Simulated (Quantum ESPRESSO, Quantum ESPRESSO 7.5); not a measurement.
# MoSi2N4, 1 layer, stepped through biaxial strain

Wanted: a table for MoSi2N4, 1 layer against biaxial strain, and what can be fitted to it.

Method: plane-wave DFT, PBE, GBRV ultrasoft pseudopotentials, in Quantum ESPRESSO 7.5.

## (1) The starting structure

The cell holds 7 atoms: 4 N, 2 Si and 1 Mo. Its edges and angles: a = 2.920 Å, b = 2.920 Å, c = 21.862 Å, α = 90.0°, β = 90.0°, γ = 120.0°. It derives from MoSi2N4. Vacuum lies along c.

Set-up: Cell and atoms are first relaxed; each strained cell is then held and the atoms relax in it. A periodic run with 15 Å of vacuum in the starting cell gives the vacuum levels, and bands follow along a path.

Members -2, -1, 0, 1 and 2 took the same steps and show in the table alone.

## (2) Relaxing cell and ions of the reference

What the set-up leaves free in this member is relaxed.

File ref.relax.in:

```
&control
  prefix = 'ref.relax'
  outdir = './out'
  pseudo_dir = './pseudo'
  nstep = 80
  forc_conv_thr = 0.0004
  calculation = 'vc-relax'
  etot_conv_thr = 1e-06
/
&system
  ibrav = 0
  nat = 7
  ntyp = 3
  ecutwfc = 50
  ecutrho = 250
  occupations = 'smearing'
  smearing = 'fd'
  degauss = 0.004
/
&electrons
  conv_thr = 1e-09
  mixing_beta = 0.4
  electron_maxstep = 120
  mixing_mode = 'plain'
/
&ions
/
&cell
  cell_dofree = '2Dxy'
  press_conv_thr = 0.3
/
ATOMIC_SPECIES
  N   14.0070  n_pbe_v1.2.uspp.F.UPF
  Si  28.0850  si_pbe_v1.uspp.F.UPF
  Mo  95.9500  mo_pbe_v1.uspp.F.UPF
CELL_PARAMETERS angstrom
  2.92000000000000 0.00000000000000 0.00000000000000
  -1.46000000000000 2.52879417905056 0.00000000000000
  0.00000000000000 0.00000000000000 21.86179061719779
ATOMIC_POSITIONS crystal
  N   0.000000000000 0.000000000000 0.343064304810
  Si  0.333333333300 0.666666666700 0.364537032706
  N   0.333333333300 0.666666666700 0.444585370495
  Mo  0.000000000000 0.000000000000 0.500000000000
  N   0.333333333300 0.666666666700 0.555414629505
  Si  0.333333333300 0.666666666700 0.635462967294
  N   0.000000000000 0.000000000000 0.656935695190
K_POINTS automatic
  12 12 1 0 0 0
```

On the command line:

```sh
OMP_NUM_THREADS=1 mpirun -n 4 pw.x -nk 4 -in ref.relax.in > ref.relax.out
```

Output:

```text
Program PWSCF v.7.5 starts
[citation notice left out]

     Parallel version (MPI & OpenMP), running on       4 processor cores
     Number of MPI processes:                 4
     Threads/MPI process:                     1

     MPI processes distributed on     1 nodes
[...]
Current dimensions of program PWSCF are:
     Max number of different atomic species (ntypx) = 10
     Max number of k-points (npk) =  40000
     Max angular momentum in pseudopotentials (lmaxx) =  4
     Message from routine setup:
     using ibrav=0 with symmetry is DISCOURAGED, use correct ibrav instead

     K-points division:     npool     =       4
     Subspace diagonalization in iterative solution of the eigenvalue problem:
     a serial algorithm will be used

     G-vector sticks info
     --------------------
     sticks:   dense  smooth     PW     G-vecs:    dense   smooth      PW
     Sum         517     421    121                72663    52133    8743

     Using Slab Decomposition

     bravais-lattice index     =            0
     lattice parameter (alat)  =       5.5180  a.u.
     unit-cell volume          =    1089.3782 (a.u.)^3
     number of atoms/cell      =            7
     number of atomic types    =            3
     number of electrons       =        42.00
     number of Kohn-Sham states=           25
     kinetic-energy cutoff     =      50.0000  Ry
     charge density cutoff     =     250.0000  Ry
     scf convergence threshold =      1.0E-09
     mixing beta               =       0.4000
     number of iterations used =            8  plain     mixing
     energy convergence thresh.=      1.0E-06
     force convergence thresh. =      4.0E-04
     press convergence thresh. =      3.0E-01
     Exchange-correlation= SLA  PW   PBE  PBE
                           (   1   4   3   4   0   0   0)
     nstep                     =           80

     celldm(1)=   5.518000  celldm(2)=   0.000000  celldm(3)=   0.000000
     celldm(4)=   0.000000  celldm(5)=   0.000000  celldm(6)=   0.000000

     crystal axes: (cart. coord. in units of alat)
               a(1) = (   1.000000   0.000000   0.000000 )
               a(2) = (  -0.500000   0.866025   0.000000 )
               a(3) = (   0.000000   0.000000   7.486915 )

     reciprocal axes: (cart. coord. in units 2 pi/alat)
               b(1) = (  1.000000  0.577350 -0.000000 )
               b(2) = (  0.000000  1.154701  0.000000 )
               b(3) = (  0.000000 -0.000000  0.133566 )

     PseudoPot. # 1 for N  read from file:
     ./pseudo/n_pbe_v1.2.uspp.F.UPF
     Pseudo is Ultrasoft + core correction, Zval =  5.0
     Generated by new atomic code, or converted to UPF format
     Using radial grid of  729 points,  4 beta functions with:
                l(1) =   0
                l(2) =   0
                l(3) =   1
                l(4) =   1
     Q(r) pseudized with  8 coefficients,  rinner =    0.900   0.900   0.900

     PseudoPot. # 2 for Si read from file:
     ./pseudo/si_pbe_v1.uspp.F.UPF
     Pseudo is Ultrasoft + core correction, Zval =  4.0
     Generated by new atomic code, or converted to UPF format
     Using radial grid of  899 points,  6 beta functions with:
                l(1) =   0
                l(2) =   0
                l(3) =   1
                l(4) =   1
                l(5) =   2
                l(6) =   2
     Q(r) pseudized with  8 coefficients,  rinner =    0.900   0.900   0.900
                                                       0.900   0.900

     PseudoPot. # 3 for Mo read from file:
     ./pseudo/mo_pbe_v1.uspp.F.UPF
     Pseudo is Ultrasoft + core correction, Zval = 14.0
     Generated by new atomic code, or converted to UPF format
     Using radial grid of  889 points,  6 beta functions with:
                l(1) =   0
                l(2) =   0
                l(3) =   1
                l(4) =   1
                l(5) =   2
                l(6) =   2
     Q(r) pseudized with  6 coefficients,  rinner =    1.000   1.000   1.000
                                                       1.000   1.000

     atomic species   valence    mass     pseudopotential
     N                 5.00    14.00700     N ( 1.00)
     Si                4.00    28.08500     Si( 1.00)
     Mo               14.00    95.95000     Mo( 1.00)

     12 Sym. Ops. (no inversion) found

   Cartesian axes

     site n.     atom                  positions (alat units)
         1        N      tau(   1) = (   0.0000000   0.0000000   2.5684932  )
         2        Si     tau(   2) = (  -0.0000000   0.5773503   2.7292576  )
         3        N      tau(   3) = (  -0.0000000   0.5773503   3.3285727  )
         4        Mo     tau(   4) = (   0.0000000   0.0000000   3.7434573  )
         5        N      tau(   5) = (  -0.0000000   0.5773503   4.1583419  )
         6        Si     tau(   6) = (  -0.0000000   0.5773503   4.7576570  )
         7        N      tau(   7) = (   0.0000000   0.0000000   4.9184214  )

     number of k points=    19  Fermi-Dirac smearing, width (Ry)=  0.0040
                       cart. coord. in units 2pi/alat
        k(    1) = (   0.0000000   0.0000000   0.0000000), wk =   0.0138889
        k(    2) = (   0.0000000   0.0962250   0.0000000), wk =   0.0833333
        k(    3) = (   0.0000000   0.1924501   0.0000000), wk =   0.0833333
        k(    4) = (   0.0000000   0.2886751   0.0000000), wk =   0.0833333
        k(    5) = (   0.0000000   0.3849002   0.0000000), wk =   0.0833333
        k(    6) = (   0.0000000   0.4811252   0.0000000), wk =   0.0833333
        k(    7) = (   0.0000000  -0.5773503   0.0000000), wk =   0.0416667
        k(    8) = (   0.0833333   0.1443376   0.0000000), wk =   0.0833333
        k(    9) = (   0.0833333   0.2405626   0.0000000), wk =   0.1666667
        k(   10) = (   0.0833333   0.3367877   0.0000000), wk =   0.1666667
[...]
k(   19) = (   0.3333333   0.5773503   0.0000000), wk =   0.0277778

     Dense  grid:    72663 G-vectors     FFT dimensions: (  27,  27, 216)

     Smooth grid:    52133 G-vectors     FFT dimensions: (  25,  25, 192)

     Estimated max dynamical RAM per process >     132.47 MB

     Estimated total dynamical RAM >     476.67 MB

     Initial potential from superposition of free atoms

     starting charge      41.9976, renormalised to      42.0000

     negative rho (up, down):  1.513E-03 0.000E+00
     Starting wfcs are   37 randomized atomic wfcs

     total cpu time spent up to now is        2.4 secs

     per-process dynamical memory:    76.0 Mb

     Self-consistent Calculation

[...]
Mo              -0.0000000000       -0.0000000000        0.5000000000
N                0.3333333333        0.6666666667        0.5565063200
Si               0.3333333333        0.6666666667        0.6360187571
N                0.0000000000        0.0000000000        0.6592824763

[...]
NEW-OLD atomic charge density approx. for the potential
     New effective cutoffs (rho, wfc):  251.94   50.42

     negative rho (up, down):  1.763E-03 0.000E+00

     total cpu time spent up to now is       35.1 secs

     per-process dynamical memory:    84.7 Mb

[...]
!    total energy              =    -239.56504312 Ry
[...]
Total force =     0.025037     Total SCF correction =     0.000014
[...]
number of bfgs steps    =   3
[...]
new trust radius        =       0.0533246073 bohr
[...]
!    total energy              =    -239.56647774 Ry
[...]
Total force =     0.013616     Total SCF correction =     0.000020
[...]
number of bfgs steps    =   4
[...]
new trust radius        =       0.0474522532 bohr
[...]
!    total energy              =    -239.56697411 Ry
[...]
Total force =     0.003370     Total SCF correction =     0.000006
[...]
number of bfgs steps    =   5
[...]
new trust radius        =       0.0043592883 bohr
[...]
!    total energy              =    -239.56699737 Ry
[...]
Total force =     0.001466     Total SCF correction =     0.000013
[...]
number of bfgs steps    =   6
[...]
new trust radius        =       0.0026839259 bohr
[...]
!    total energy              =    -239.56700378 Ry
[...]
Total force =     0.000209     Total SCF correction =     0.000003
[...]
number of bfgs steps    =   7
[...]
new trust radius        =       0.0004408383 bohr
[...]
Self-consistent Calculation

     iteration #  1     ecut=    50.00 Ry     beta= 0.40
     Davidson diagonalization with overlap
     ethr =  1.00E-06,  avg # of iterations =  2.0

     Threshold (ethr) on eigenvalues was too large:
     Diagonalizing with lowered threshold

     Davidson diagonalization with overlap
     ethr =  1.61E-10,  avg # of iterations =  4.0

     negative rho (up, down):  1.705E-03 0.000E+00

     total cpu time spent up to now is       86.3 secs

     total energy              =    -239.56700383 Ry
     estimated scf accuracy    <       0.00000007 Ry

[...]
iteration #  7     ecut=    50.00 Ry     beta= 0.40
[...]
negative rho (up, down):  1.705E-03 0.000E+00

[...]
End of self-consistent calculation

          k = 0.0000 0.0000 0.0000 (  6561 PWs)   bands (ev):

   -58.8776 -32.9647 -32.5760 -32.5760 -16.3164 -16.2303 -13.5295 -12.2107
    -6.0896  -3.5105  -1.5725  -1.5725  -1.5022  -1.3744  -1.3744  -1.2169
    -1.2169   0.0655   0.0655   0.1303   2.3567   5.3019   5.3019   5.5800
     5.5800

          k =-0.0000 0.0969 0.0000 (  6525 PWs)   bands (ev):

   -58.8696 -32.9518 -32.6407 -32.5899 -16.2019 -16.1202 -13.4317 -12.1986
    -5.9758  -3.5374  -2.0373  -1.9199  -1.5901  -1.5440  -1.4984  -1.3353
    -1.1766  -0.1964  -0.0769   0.3569   2.2796   5.1210   5.2744   5.4675
     5.7704

          k =-0.0000 0.1937 0.0000 (  6473 PWs)   bands (ev):

   -58.8477 -32.9163 -32.8147 -32.6276 -15.8674 -15.7979 -13.1666 -12.1707
    -5.7085  -3.6726  -3.1404  -3.0777  -2.0579  -1.8148  -1.8130  -1.0920
    -0.8651  -0.4455  -0.4255   0.3206   1.9148   5.0207   5.2170   5.4868
     6.2325

          k =-0.0000 0.2906 0.0000 (  6489 PWs)   bands (ev):

   -58.8175 -33.0463 -32.8675 -32.6788 -15.3424 -15.2912 -12.8144 -12.1510
    -5.6194  -4.6989  -4.2839  -3.5569  -2.4859  -2.1966  -2.1549  -0.8341
    -0.8045  -0.7247  -0.3632   0.1137   1.4628   5.0381   5.2058   5.6978
     6.7545

          k =-0.0000 0.3874 0.0000 (  6513 PWs)   bands (ev):

   -58.7872 -33.2713 -32.8182 -32.7295 -14.6917 -14.6618 -12.4935 -12.1747
    -6.3659  -6.0189  -4.6117  -3.6345  -2.8256  -2.5392  -2.4701  -1.1896
    -1.0672  -0.5375   0.0040   0.1386   1.3185   5.0292   5.3199   5.7078
     6.6499

          k =-0.0000 0.4843 0.0000 (  6496 PWs)   bands (ev):

   -58.7648 -33.4321 -32.7818 -32.7662 -14.0597 -14.0467 -12.3271 -12.2693
    -7.2559  -7.0076  -4.4951  -3.6676  -3.2531  -2.7692  -2.6845  -1.4254
    -1.3454  -0.1903  -0.0046   0.4852   1.4002   4.9497   5.4039   5.5292
     6.2518

[...]
the Fermi energy is     3.3510 ev

!    total energy              =    -239.56700385 Ry
     estimated scf accuracy    <          5.1E-12 Ry
     smearing contrib. (-TS)   =      -0.00000000 Ry
     internal energy E=F+TS    =    -239.56700385 Ry

     The total energy is F=E-TS. E is the sum of the following terms:
     one-electron contribution =   -2424.82838220 Ry
     hartree contribution      =    1222.39932723 Ry
     xc contribution           =     -50.09315861 Ry
     ewald contribution        =    1012.95520974 Ry

     convergence has been achieved in   7 iterations

     negative rho (up, down):  1.705E-03 0.000E+00

     Forces acting on atoms (cartesian axes, Ry/au):

     atom    1 type  1   force =    -0.00000000   -0.00000000    0.00000720
     atom    2 type  2   force =    -0.00000000    0.00000000    0.00001480
     atom    3 type  1   force =    -0.00000000    0.00000000   -0.00001763
     atom    4 type  3   force =     0.00000000    0.00000000    0.00000000
     atom    5 type  1   force =    -0.00000000    0.00000000    0.00001763
     atom    6 type  2   force =    -0.00000000    0.00000000   -0.00001480
     atom    7 type  1   force =     0.00000000    0.00000000   -0.00000720

     Total force =     0.000034     Total SCF correction =     0.000006
     SCF correction compared to forces is large: reduce conv_thr to get better values

     Computing stress (Cartesian axis) and pressure

     negative rho (up, down):  1.705E-03 0.000E+00
          total   stress  (Ry/bohr**3)                   (kbar)     P=       -0.30
   0.00000001   0.00000000   0.00000000            0.00        0.00        0.00
   0.00000000   0.00000001  -0.00000000            0.00        0.00       -0.00
   0.00000000  -0.00000000  -0.00000613            0.00       -0.00       -0.90

     Energy error            =      6.4E-08 Ry
     Gradient error          =      1.8E-05 Ry/Bohr
     Cell gradient error     =      1.3E-03 kbar

     bfgs converged in   9 scf cycles and   8 bfgs steps
     (criteria: energy <  1.0E-06 Ry, force <  4.0E-04 Ry/Bohr, cell <  3.0E-01 kbar)

     End of BFGS Geometry Optimization

     Final enthalpy           =    -239.5670038462 Ry

     File ./out/ref.relax.bfgs deleted, as requested
Begin final coordinates
     new unit-cell volume =   1075.31762 a.u.^3 (   159.34563 Ang^3 )
     density =      2.16911 g/cm^3

CELL_PARAMETERS (angstrom)
   2.901094663   0.000000000   0.000000000
  -1.450547332   2.512421677   0.000000000
   0.000000000   0.000000000  21.861790617

ATOMIC_POSITIONS (crystal)
N                0.0000000000        0.0000000000        0.3382401717
Si               0.3333333333        0.6666666667        0.3620983302
N                0.3333333333        0.6666666667        0.4425649325
Mo              -0.0000000000       -0.0000000000        0.5000000000
N                0.3333333333        0.6666666667        0.5574350675
Si               0.3333333333        0.6666666667        0.6379016698
N                0.0000000000        0.0000000000        0.6617598283
End final coordinates

[...]
Final scf calculation at the relaxed structure.
```

Elapsed: 1.8 min, on 4 MPI ranks of AMD EPYC 9R14 (Zen 4), shared host; peak memory 0.7 GiB; 7.3 min of CPU time.

Step by step:

```tsv
step	energy less that of the first step (eV)	largest force (eV/Å)	volume (Å³)
1	0.0000	0.7478	161.43
2	-0.0261	0.5020	161.23
3	-0.0480	0.4961	160.59
4	-0.0678	0.4056	160.03
5	-0.0874	0.2360	159.41
6	-0.0941	0.0502	159.09
7	-0.0944	0.0191	159.21
8	-0.0945	0.0029	159.34
9	-0.0945	0.0005	159.35
10	-0.0935	0.0006	159.35
```

```tsv
cell as run	before	after	change
a (Å)	2.920	2.901	-0.6 %
b (Å)	2.920	2.901	-0.6 %
```

The atoms that moved most (Å, along periodic axes as changes of fractional coordinates times the final cell, across vacuum about the mean position):

```tsv
atom	dx	dy	dz	length
N1	0.000	0.000	-0.105	0.105
N7	0.000	0.000	0.105	0.105
Si2	0.000	0.000	-0.053	0.053
Si6	0.000	0.000	0.053	0.053
N5	0.000	0.000	0.044	0.044
N3	0.000	0.000	-0.044	0.044
```

The relaxed structure:

```cif
data_structure
_symmetry_space_group_name_H-M 'P 1'
_symmetry_Int_Tables_number 1
_cell_length_a 2.9011
_cell_length_b 2.9011
_cell_length_c 21.8618
_cell_angle_alpha 90.000
_cell_angle_beta 90.000
_cell_angle_gamma 120.000
_cell_volume 159.35
loop_
_atom_site_label
_atom_site_type_symbol
_atom_site_fract_x
_atom_site_fract_y
_atom_site_fract_z
_atom_site_occupancy
N1 N 0.00000 0.00000 0.33824 1
Si2 Si 0.33333 0.66667 0.36210 1
N3 N 0.33333 0.66667 0.44256 1
Mo4 Mo 0.00000 0.00000 0.50000 1
N5 N 0.33333 0.66667 0.55744 1
Si6 Si 0.33333 0.66667 0.63790 1
N7 N 0.00000 0.00000 0.66176 1
```

 The last row is no step: it is a fresh SCF in the final cell with a new plane-wave basis, +1 meV from the row before.

Read from the output:

| Quantity | Value |
| --- | --- |
| free energy | -3259.4741 eV |
| Fermi energy | 3.351 eV |

(Continued in part 2 of 7.)

[Logs are printed without paths, hosts, clocks, repeated set-up lines and the standing remarks that a program may print on its own settings, such as how far it seeks lower states.]

[Hosts, paths, dates, database ids (printed as entryN), source tags and the programs' standing remarks are cut or masked in the printed files.]

[Maps of the electrostatic potential energy from Ansatz leave out the sawtooth potential of an applied field or a dipole correction, so their vacuum need not be flat; planar profiles and work functions include it.]
